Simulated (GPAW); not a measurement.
# Quasiparticle gap of KNaCl2 (R-3m) in GPAW, part 2 of 2

How does a plane-wave GW calculation on KNaCl2 (R-3m) run from the first input to the gap?

GPAW 26.7.0; LDA and many-body steps on it, plane waves. Known limits of the many-body steps: not at the basis limit.

So far. Step 3 (Bands along the symmetry lines): The gap is 4.696 eV, as in the run before at this level. Step 4 (Empty states on the mesh, 4×4×4 mesh, 180 bands): On this mesh the gap is 4.696 eV.

## (5) Screening and self-energy, 4×4×4 mesh, 79 bands, screening to 48 eV

G0W0 replaces the xc potential by the self-energy, built once from these orbitals. Only a window of levels is corrected, while the sums run over the empty bands that the input names.

This step: G0W0 on LDA, plane waves, PAW.

File run.py:

```python
import json
import numpy as np
from gpaw.mpi import world
from gpaw.response.g0w0 import G0W0

gw = G0W0('full.gpw',
    filename='gw',
    kpts=[0],
    bands=(13, 17),
    ecut=48,
    nbands=79,
    integrate_gamma='WS',
    ppa=True)
gw.calculate()
res = {mode: {k: v for k, v in r.items() if k != 'sigma_eskwn'}
       for mode, r in gw.all_results.items()}

if world.rank == 0:
    with open('result.json', 'w') as f:
        json.dump(res, f, default=lambda x: x.tolist())
```

On the command line:

```bash
> mpirun -n 4 gpaw python run.py
```

Numbers of over 12 decimals in the logs are rounded to 6 here.

Log:

```text
Using integrator: PointIntegrator
FrequencyGridDescriptor(from 0.000+0.000j to 0.000+27.211j eV, 2 points)
Nonperiodic BCs:  [False False False]
Using integrator: PointIntegrator
FrequencyGridDescriptor(from 0.000+0.000j to 0.000+27.211j eV, 2 points)
Nonperiodic BCs:  [False False False]
  ___  _ _ _
 |   || | | |
 | | || | | |
 |__ ||_____|
 |___|

BZ k-points: Symmetries present (total): 12

  [... matrices ...]
64 k-points: 4 x 4 x 4 Monkhorst-Pack grid + [1/8,1/8,1/8]
13 k-points in the irreducible part of the Brillouin zone
       k-points in crystal coordinates                weights
   0:     0.00000000    0.00000000    0.00000000          1/64
   1:     0.25000000    0.00000000   -0.25000000          6/64
   2:     0.25000000    0.00000000    0.00000000          6/64
   3:     0.25000000    0.25000000   -0.25000000          6/64
   4:     0.25000000    0.25000000    0.00000000          6/64
   5:     0.25000000    0.25000000    0.25000000          2/64
   6:     0.50000000    0.00000000    0.00000000          3/64
   7:     0.50000000    0.25000000   -0.25000000          6/64
   8:     0.50000000    0.25000000    0.00000000         12/64
   9:     0.50000000    0.25000000    0.25000000          6/64
          ...
  12:     0.50000000    0.50000000    0.50000000          1/64

Distributing spins, k-points and bands (1 x 1 x 4) over 4 processes
Number of blocks: 1

Quasi particle states:
k-points (IBZ indices): [0]
Band range: (13, 17)
  [... matrices ...]
Computational parameters:
Plane wave cut-off: 48 eV
Number of bands: 79
Coulomb cutoff: None
Broadening: 0.1 eV

fxc modes: GW
Kernel: RPA
Using Godby-Needs plasmon-pole approximation:
  Fitting energy: i*E0, E0 = 1.000 Hartree
Summing all q:

Calculating screened Coulomb potential
No Coulomb truncation
FrequencyGridDescriptor(from 0.000+0.000j to 0.000+27.211j eV, 2 points)
Removing empty qpoint cache files...

Calculating chi0 body with:
    Ground state adapter containing:
    Number of spins: 1
    Number of kpoints: 64
    Number of irreducible kpoints: 13
    Number of completely occupied states: 15
    Number of partially occupied states: 15
    Occupied states memory: 10.6787109375 M / cpu

    Linear response parametrization:
    q_c: [0.0, 0.0, 0.0]
    Number of frequency points: 2
    Planewave cutoff: 48.0
    Number of bands: 79
    Number of planewaves: 91
    Broadening (eta): 1e-06
    comm.size: 4
    kncomm.size: 4
    blockcomm.size: 1

    Memory estimate of potentially large arrays:
        chi0_wGG: 0.252716 M / cpu
Integrating chi0 body.

Symmetries of q_c:
    Direct symmetries (Uq -> q): 12
    Indirect symmetries (TUq -> q): 0
In total 12 allowed symmetries.

  [... matrices ...]
13 groups of equivalent kpoints. 79.6875% reduction.

Integral kind: response function
Integrating chi0 head and wings.

Symmetries of q_c:
    Direct symmetries (Uq -> q): 12
    Indirect symmetries (TUq -> q): 0
In total 12 allowed symmetries.

  [... matrices ...]
13 groups of equivalent kpoints. 79.6875% reduction.

Integral kind: response function wings

Calculating chi0 body with:
    Ground state adapter containing:
    Number of spins: 1
    Number of kpoints: 64
    Number of irreducible kpoints: 13
    Number of completely occupied states: 15
    Number of partially occupied states: 15
    Occupied states memory: 10.6787109375 M / cpu

    Linear response parametrization:
[... the further q-points ...]

Results:
f:      Occupation numbers
eps:     KS-eigenvalues [eV]
vxc:     KS vxc [eV]
exx:     Exact exchange [eV]
sigma:   Self-energies [eV]
dsigma:  Self-energy derivatives
Z:       Renormalization factors
qp:      QP-energies [eV]

k-point 0 (0): (0.000, 0.000, 0.000)                GW
band       f     eps     vxc     exx   sigma  dsigma       Z      qp
                                                                   GW
  13   1.000  -0.502 -16.703 -20.906   2.547  -0.218   0.821  -1.861
  14   1.000  -0.497 -16.732 -20.919   2.537  -0.218   0.821  -1.852
  15   0.000   4.199  -9.312  -4.908  -2.816  -0.147   0.872   5.583
  16   0.000   6.516  -8.667  -4.153  -2.814  -0.150   0.870   7.995
```

The job ended after 3.1 min (4 MPI ranks of Arm Neoverse N1, shared host; peak memory 2 GiB).

This step gave:

```
G0W0 gap on the points computed              : 7.435 eV
least direct G0W0 gap on the computed points : 7.435 eV
Z at the valence top                         : 0.8210
Z at the conduction bottom                   : 0.8716
starting gap on the mesh                     : 4.696 eV
k of the valence top                         : 0, 0, 0
k of the conduction bottom                   : 0, 0, 0
```

The gap on the mesh goes from 4.70 eV to 7.44 eV, a correction of +2.74 eV.

Limits: finite bands, cutoff and mesh. v1 is the top filled band, c1 the lowest empty one. The levels before and after the correction (eV, zero at the valence-band top of each column):

|  | conduction bottom | valence top |
| --- | --- | --- |
| Kohn-Sham | 4.70 | 0.00 |
| G0W0 | 7.44 | 0.00 |

|  | level | energy (eV) |
| --- | --- | --- |
| Kohn-Sham | Γ v2 | -0.005 |
| Kohn-Sham | Γ v1 | 0.000 |
| Kohn-Sham | Γ c1 | 4.696 |
| Kohn-Sham | Γ c2 | 7.013 |
| G0W0 | Γ v2 | -0.009 |
| G0W0 | Γ v1 | 0.000 |
| G0W0 | Γ c1 | 7.435 |
| G0W0 | Γ c2 | 9.847 |

## (6) Where the time went

Times are wall times on 4 MPI ranks of Arm Neoverse N1, shared host, good to a factor of about two.

| step | time | share | memory (GiB) |
| --- | --- | --- | --- |
| ground state | 46 s | 10 % | 0.87 |
| bands along the symmetry lines | 96 s | 22 % | 0.95 |
| empty states on the mesh | 1.9 min | 25 % | 2.4 |
| screening and self-energy | 3.1 min | 42 % | 2.0 |

## (7) Outcome

| Property | Result |
| --- | --- |
| LDA gap | 4.70 eV, direct |
| G0W0 gap on the mesh | 7.44 eV |
| GW settings | 4×4×4 mesh, 79 bands, screening to 48 eV, Godby-Needs plasmon pole |
| known limits | not at the basis limit |

G0W0 moves the gap on the mesh from 4.70 eV to 7.44 eV (+2.74 eV), with Z of 0.82 and 0.87 at the edges. Only 1 of the mesh's irreducible points was corrected, so a valley elsewhere could overtake. The dearest step here is «screening and self-energy». Bands and cutoff are finite, so the gap is not at the basis limit. The miss can reach some tenths of an eV and take either sign; the mesh is an error of its own. These stock PAW sets were not made for GW. In the G0W0 run levels were corrected at 1 k point alone, so a gap called «on the mesh» is the least over those, and an edge elsewhere would be missed.

[Paths, hosts, dates, memory and timing lines, banners, echoed tables and standing remarks are left out of the program output.]

[Logs are printed without paths, hosts, clocks, repeated set-up lines and the standing remarks that a program may print on its own settings, such as how far it seeks lower states.]

[Runs of the session that timed out or met a known fault of the program may be left out.]

[Hosts, paths, dates, database ids (printed as entryN), source tags and the programs' standing remarks are cut or masked in the printed files.]
